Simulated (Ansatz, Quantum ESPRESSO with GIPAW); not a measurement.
# Na2CO3: what the 13C spectrum says of the structure

A crystal of composition Na2CO3 (one database entry, not always the ambient form) has the 13C spectrum and parameters below, calculated by GIPAW (PBEsol; shifts against TMS, scatter of the reference line 0.8 ppm; spans on the shift scale).

Simulated spectrum, 13C MAS at 30 kHz, 18.8 T (201.3 MHz), lines broadened by 0.8 ppm; rigid lattice, with dipolar and J couplings left out: a single narrow line at 169.0 ppm.

```csv
line,δ_iso (ppm),relative area,span (ppm),skew
A,169.0,1,70.9,1.00
```

Q: What surrounds each C site, and how symmetric is it?

A: skew ±1 point to an axis of order three or more.  The structure behind these values (space group P6_3/mmc; other structures could give like values):

```csv
line,surroundings,neighbours,bonds (Å),site symmetry
A,CO3,3,1.289,-6m2
```

[Banner, clock, file and message-heading lines were taken out of the pw.x and gipaw.x logs.]

[Logs are printed without paths, hosts, clocks, repeated set-up lines and the standing remarks that a program may print on its own settings, such as how far it seeks lower states.]

[Hosts, paths, dates, database ids (printed as entryN), source tags and the programs' standing remarks are cut or masked in the printed files.]
